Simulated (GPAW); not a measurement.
# How Mg2C3 absorbs and reflects light

Wanted: where Mg2C3 starts to absorb, how strongly, and its refractive index.

Calculated with GPAW 26.7.0; DFT, RPBE, plane-wave PAW (GPAW data sets), scalar-relativistic, RPA, optical limit.

## (1) Starting point

The structure is monoclinic, space group C2/m (No. 12). Conventional cell: a = 4.831 Å, b = 4.700 Å, c = 4.987 Å, α = 90.00°, β = 104.25°, γ = 90.00°. Nearest to Mg lie 6 C at 2.24 to 2.55 Å. Nearest to C lie 2 C at 1.34 Å and 2 Mg at 2.35 Å. Nearest to C lie 1 C at 1.34 Å and 5 Mg at 2.24 to 2.55 Å. Farther neighbours are not listed.

## (2) Ground state

The self-consistent density comes first; it also tells whether there is a gap, which decides the occupations and the need for a Drude term.

This step: DFT, RPBE, plane-wave PAW (GPAW data sets), scalar-relativistic, ground state (GPAW 26.7.0).

The input, gs.py:

```python
from ase import Atoms
from ase.dft.bandgap import bandgap
from gpaw import GPAW, PW, FermiDirac

atoms = Atoms(['Mg', 'Mg', 'C', 'C', 'C'],
              cell=[[2.41550000, -2.35000000, 0.00000000],
                    [2.41550000, 2.35000000, 0.00000000],
                    [-1.22707000, 0.00000000, 4.83328000]],
              scaled_positions=[[0.19130000, 0.19130000, 0.79890000],
                                [0.80870000, 0.80870000, 0.20110000],
                                [0.50000000, 0.50000000, 0.50000000],
                                [0.70110000, 0.70110000, 0.73850000],
                                [0.29890000, 0.29890000, 0.26150000]],
              pbc=[True, True, True])
atoms.calc = GPAW(mode=PW(500), xc='RPBE', kpts={'size': (7, 7, 5), 'gamma': True},
                  occupations=FermiDirac(0.05), maxiter=150, txt='gs.txt')
print('energy (eV)', atoms.get_potential_energy())
print('Fermi level (eV)', atoms.calc.get_fermi_level())
print('valence electrons', atoms.calc.get_number_of_electrons())
print('gap (eV)', bandgap(atoms.calc, output=None)[0])
print('direct gap (eV)', bandgap(atoms.calc, direct=True, output=None)[0])
atoms.calc.write('gs.gpw')
```

Run with:

```sh
$ OMP_NUM_THREADS=1 python gs.py
```

Numbers of over 12 decimals in the logs are rounded to 6 here.

Output:

```text
__  _  _
 | _ |_)|_||  |
 |__||  | ||/\| - 26.7.0

Versions:
  Python: 3.12.14
  ASE:    3.29.0
  Numpy:  2.5.5
  Scipy:  1.18.1
  Libxc:  7.0.0

Input parameters:
  mode=PW(ecut=500.0),
  kpts=MonkhorstPack(size=(7, 7, 5), gamma=True),
  maxiter=150,
  occupations=Occupations(name='fermi-dirac', width=0.05, fixmagmom=False),
  xc=XC(name='RPBE')

Diagonalizing LCAO Hamiltonian
Converting LCAO to pw mode

       Mg
             C
           C
          C
                Mg

Atoms  # Å, Bohr magnetons
|   | symbol |         x |         y |        z |    initial magnetic moments |
| 0 |     Mg | -0.056136 | -0.000000 | 3.861307 | ( 0.0000,  0.0000,  0.0000) |
| 1 |     Mg |  3.660066 |  0.000000 | 0.971973 | ( 0.0000,  0.0000,  0.0000) |
| 2 |      C |  1.801965 |  0.000000 | 2.416640 | ( 0.0000,  0.0000,  0.0000) |
| 3 |      C |  2.480823 |  0.000000 | 3.569377 | ( 0.0000,  0.0000,  0.0000) |
| 4 |      C |  1.123107 |  0.000000 | 1.263903 | ( 0.0000,  0.0000,  0.0000) |

Unit cell  # Å
| periodic |         x |         y |        z |  lengths |     angles |
|      yes |  2.415500 | -2.350000 | 0.000000 | 3.370036 | 100.158668 |
|      yes |  2.415500 |  2.350000 | 0.000000 | 3.370036 | 100.158668 |
|      yes | -1.227070 |  0.000000 | 4.833280 | 4.986612 |  88.425081 |

Number of symmetries: 4
Symmetry operations  # r_c * U_cc + t_c -> r_c
|   | kind |            matrix            |
| 0 |  E   |  1, 0, 0,  0, 1, 0,  0, 0, 1 |
| 1 |  σ   |  0, 1, 0,  1, 0, 0,  0, 0, 1 |
| 2 |  C2  |  0,-1, 0, -1, 0, 0,  0, 0,-1 |
| 3 |  i   | -1, 0, 0,  0,-1, 0,  0, 0,-1 |

BZ-sampling:
  Number of BZ points: 245
  Number of IBZ points: 72

  Monkhorst-Pack size: [7, 7, 5]
  Monkhorst-Pack shift: [0, 0, 0]

K-points  # in reciprocal-cell coordinates
|     |                                coordinates |     weight |
|   0 | (  0.00000000,   0.00000000,   0.00000000) | 0.00408163 |
|   1 | (  0.00000000,   0.00000000,   0.20000000) | 0.00816327 |
|   2 | (  0.00000000,   0.00000000,   0.40000000) | 0.00816327 |
|   3 | (  0.14285714,  -0.14285714,   0.00000000) | 0.00816327 |
|   4 | (  0.14285714,  -0.14285714,   0.20000000) | 0.01632653 |
|   5 | (  0.14285714,  -0.14285714,   0.40000000) | 0.01632653 |
|   6 | (  0.14285714,   0.00000000,  -0.40000000) | 0.01632653 |
|   7 | (  0.14285714,   0.00000000,  -0.20000000) | 0.01632653 |
|   8 | (  0.14285714,   0.00000000,   0.00000000) | 0.01632653 |
|   9 | (  0.14285714,   0.00000000,   0.20000000) | 0.01632653 |
| ... |                                            |            |
|  71 | (  0.42857143,   0.42857143,   0.40000000) | 0.00816327 |

Plane wave coefficients: 1411
Cutoff: 500.0 eV

Spin-components: 1 (collinear spins)
Bands:           24
Projectors:      25
Spin-degeneracy: 2
Datatype:        complex128

Parallelization:
  kpt:    1
  domain: 1
  band:   1

Density:
  Valence electrons: 32.0
  Components: 1
  Grid points: [18 18 27]
  Charge: 0.0  # |e|

Potential:
  Grid points: [18 18 27]

species:
  Mg:
    name:    Magnesium
    id:
    Z:       12.0
    valence: 10
    core:    2
    charge:  0.0  # [|e|]
    compensation charges:
      type: gauss
      rc: 0.33  # [Å]
      lmax: 2
    cutoffs:
      filter: 1.86  # [Å]
      core: 0.54  # [Å]
    projectors
    | kind |    occ | energy [eV] | rcut [Å] |
    |   2s |  2.000 |     -80.012 |    1.090 |
    |   3s |  2.000 |      -4.684 |    1.090 |
    |   2p |  6.000 |     -46.607 |    1.085 |
    |   3p |  0.000 |      -1.360 |    1.085 |
    |    d |        |       0.000 |    1.037 |

    Using partial waves for Mg as LCAO basis

  C:
    name:    Carbon
    id:
    Z:       6.0
    valence: 4
    core:    2
    charge:  0.0  # [|e|]
    compensation charges:
      type: gauss
      rc: 0.20  # [Å]
      lmax: 2
    cutoffs:
      filter: 1.14  # [Å]
      core: 1.14  # [Å]
    projectors
    | kind |    occ | energy [eV] | rcut [Å] |
    |   2s |  2.000 |     -13.815 |    0.635 |
    |   2p |  2.000 |      -5.254 |    0.635 |
    |    s |        |      13.396 |    0.635 |
    |    p |        |      21.957 |    0.635 |
    |    d |        |       0.000 |    0.635 |

    Using partial waves for C as LCAO basis

Reference energy: -13993.323290  # eV

eigensolver:
  PPCG
  Converge bands: occupied
  niter=2

density mixing:
  MSR1-Mixer
  Pratt-step length: 0.05
  Maximum mixing coefficient: 0.75
  Old densities: 10
  SVD Regularization: 0.005
  Good broyden scale: 1.0
  Trust region scale: 1.0
  Backstep threshold: 4.0
  History deletion threshold: 6.0
  Fourier metric: weight=20.0, sigma=0.015

occupation numbers:
  Fermi-Dirac:
    width: 0.0500  # eV

poisson solver:
  ecut: 4000.0  # eV

xc functional:
  name: RPBE with 2 nearest neighbor stencil

convergence criteria:
- Maximum [total energy] change in last 3 cyles: 0.0005 eV / valence electron
- Maximum integral of absolute [dens]ity change: 0.0001 electrons / valence electron
- Maximum integral of absolute [eigenst]ate change: 4e-08 eV^2 / valence electron
maximum number of iterations: 150

SCF iterations
|iter     |      energy | eigst |  dens |
|iter:   1||  -31.359495 | +0.97 |       |
|iter:   2||  -30.668133 | -1.61 | -0.91 |
|iter:   3||  -28.048652 | -0.45 | -0.96 |
|iter:   4||  -28.063481 | -1.91 | -1.67 |
|iter:   5||  -28.060613c| -2.00 | -1.99 |
|iter:   6||  -28.062501c| -3.24 | -2.23 |
|iter:   7||  -28.062626c| -4.11 | -3.05 |
|iter:   8||  -28.062636c| -5.76 | -3.62 |
|iter:   9||  -28.062637c| -6.54 | -4.24c|
|iter:  10||  -28.062637c| -7.97c| -5.04c|

Converged in 10 steps
SCF loop duration: 34.232 s (3.423 s/step)
Energy contributions relative to reference atoms: (reference = -13993.323290)

Energy contributions:
  Kinetic:          24.906507
  Coulomb:         -20.228083
  Zero:              0.024936
  External:          0.000000
  Xc:              -32.765997
  Entropy:          -0.000000
  Spinorbit:         0.000000
  ----------------------------
  Free energy:     -28.062637
  Extrapolated:    -28.062637

dipole moment: (0.000002, 0.000000, 0.000003)  # |e|*Ang

Fermi level: 7.134
Eigenvalues  # (at kpt = [0.000, 0.000, 0.000])
| band index |      eig [eV] | occ [0-2] |
|          0 |       -69.312 |     2.000 |
|        ... |               |           |
|          8 |        -9.822 |     2.000 |
|          9 |        -5.855 |     2.000 |
|         10 |        -1.212 |     2.000 |
|         11 |         2.144 |     2.000 |
|         12 |         2.892 |     2.000 |
|         13 |         3.269 |     2.000 |
|         14 |         4.728 |     2.000 |
|         15 |         5.504 |     2.000 |
|         16 |         9.612 |     0.000 |
|         17 |         9.696 |     0.000 |
|         18 |        10.282 |     0.000 |
|         19 |        13.787 |     0.000 |
|         20 |        13.942 |     0.000 |
|         21 |        14.597 |     0.000 |
|         22 |        15.489 |     0.000 |
|         23 |        16.561 |     0.000 |

Gap: 1.946 eV
Transition (v -> c):
  (s=0, k=10, n=15, [0.14, 0.00, 0.40]) -> (s=0, k=70, n=16, [0.43, 0.43, 0.20])
Direct/indirect transitions are different
Direct gap: 2.633 eV
Transition at: (s=0, k=56, n=15, [0.43, 0.00, 0.40])

--- standard output ---
energy (eV) -28.062637
Fermi level (eV) 7.134334
valence electrons 32.0
gap (eV) 1.946481
direct gap (eV) 2.632970
```

The job ended after 37 s (1 thread of Arm Neoverse V2, shared host; peak memory 0.2 GiB).

This step gave:

| Property | Result |
| --- | --- |
| energy | -28.06 eV |
| Fermi energy | 7.134 eV |
| gap on the k-mesh | 1.946 eV |
| direct gap on the mesh | 2.633 eV |
| electrons | 32 |

There is a gap, 1.95 eV on this mesh (points off the mesh can give less), so no carriers' term is needed.

## (3) Bands for the response

The response needs many more empty bands than the density does.

This step: DFT, RPBE, plane-wave PAW (GPAW data sets), scalar-relativistic, bands at fixed density (GPAW 26.7.0).

The input, nscf.py:

```python
from ase.dft.bandgap import bandgap
from gpaw import GPAW, FermiDirac

calc = GPAW('gs.gpw').fixed_density(kpts={'size': (8, 8, 6), 'gamma': True}, nbands=43, convergence={'bands': 37},
                                    occupations=FermiDirac(0.001), txt='nscf.txt')
print('gap (eV)', bandgap(calc, output=None)[0])
print('direct gap (eV)', bandgap(calc, direct=True, output=None)[0])
print('top band over the Fermi level (eV)', min(calc.get_eigenvalues(kpt=k)[36] for k in range(len(calc.get_ibz_k_points()))) - calc.get_fermi_level())
calc.write('full.gpw', mode='all')
```

Run with:

```sh
$ OMP_NUM_THREADS=1 python nscf.py
```

Output:

```text
Diagonalizing LCAO Hamiltonian
Converting LCAO to pw mode
convergence criteria:
- Maximum integral of absolute [eigenst]ate change: 4e-08 eV^2 / valence electron
maximum number of iterations: 150

SCF iterations
|iter     |      energy | eigst |  dens |
|iter:   1||             | +3.02 |       |
|iter:   2||             | +2.29 |       |
|iter:   3||             | +1.79 |       |
|iter:   4||             | +1.25 |       |
|iter:   5||             | +0.83 |       |
|iter:   6||             | +0.26 |       |
|iter:   7||             | -0.26 |       |
|iter:   8||             | -0.88 |       |
|iter:   9||             | -1.45 |       |
|iter:  10||             | -2.06 |       |
|iter:  11||             | -2.62 |       |
|iter:  12||             | -3.20 |       |
|iter:  13||             | -3.74 |       |
|iter:  14||             | -4.30 |       |
|iter:  15||             | -4.84 |       |
|iter:  16||             | -5.34 |       |
|iter:  17||             | -5.84 |       |
|iter:  18||             | -6.30 |       |
|iter:  19||             | -6.75 |       |
|iter:  20||             | -7.22 |       |
|iter:  21||             | -7.72c|       |
SCF steps: 21
  __  _  _
 | _ |_)|_||  |
 |__||  | ||/\| - 26.7.0

Versions:
  Python: 3.12.14
  ASE:    3.29.0
  Numpy:  2.5.5
  Scipy:  1.18.1
  Libxc:  7.0.0

Input parameters:
  mode=PW(ecut=500.0),
  convergence={'bands': 37},
  gpts=array([18, 18, 27]),
  kpts=MonkhorstPack(size=(8, 8, 6), gamma=True),
  maxiter=150,
  nbands=43,
  occupations=Occupations(name='fermi-dirac', width=0.001, fixmagmom=False),
  parallel={},
  xc=XC(name='RPBE')

--- standard output ---
gap (eV) 1.756481
direct gap (eV) 2.448635
top band over the Fermi level (eV) 19.860854
```

The job ended after 3.2 min (1 thread; peak memory 0.3 GiB).

Read-outs, printed or worked out from the files:

```
gap on the k-mesh      : 1.756 eV
direct gap on the mesh : 2.449 eV
```

(Continued in part 2 of 2.)

[Machine, clock and banner lines and Python warnings are left out of the logs.]

[Logs are printed without paths, hosts, clocks, repeated set-up lines and the standing remarks that a program may print on its own settings, such as how far it seeks lower states.]

[Hosts, paths, dates, database ids (printed as entryN), source tags and the programs' standing remarks are cut or masked in the printed files.]
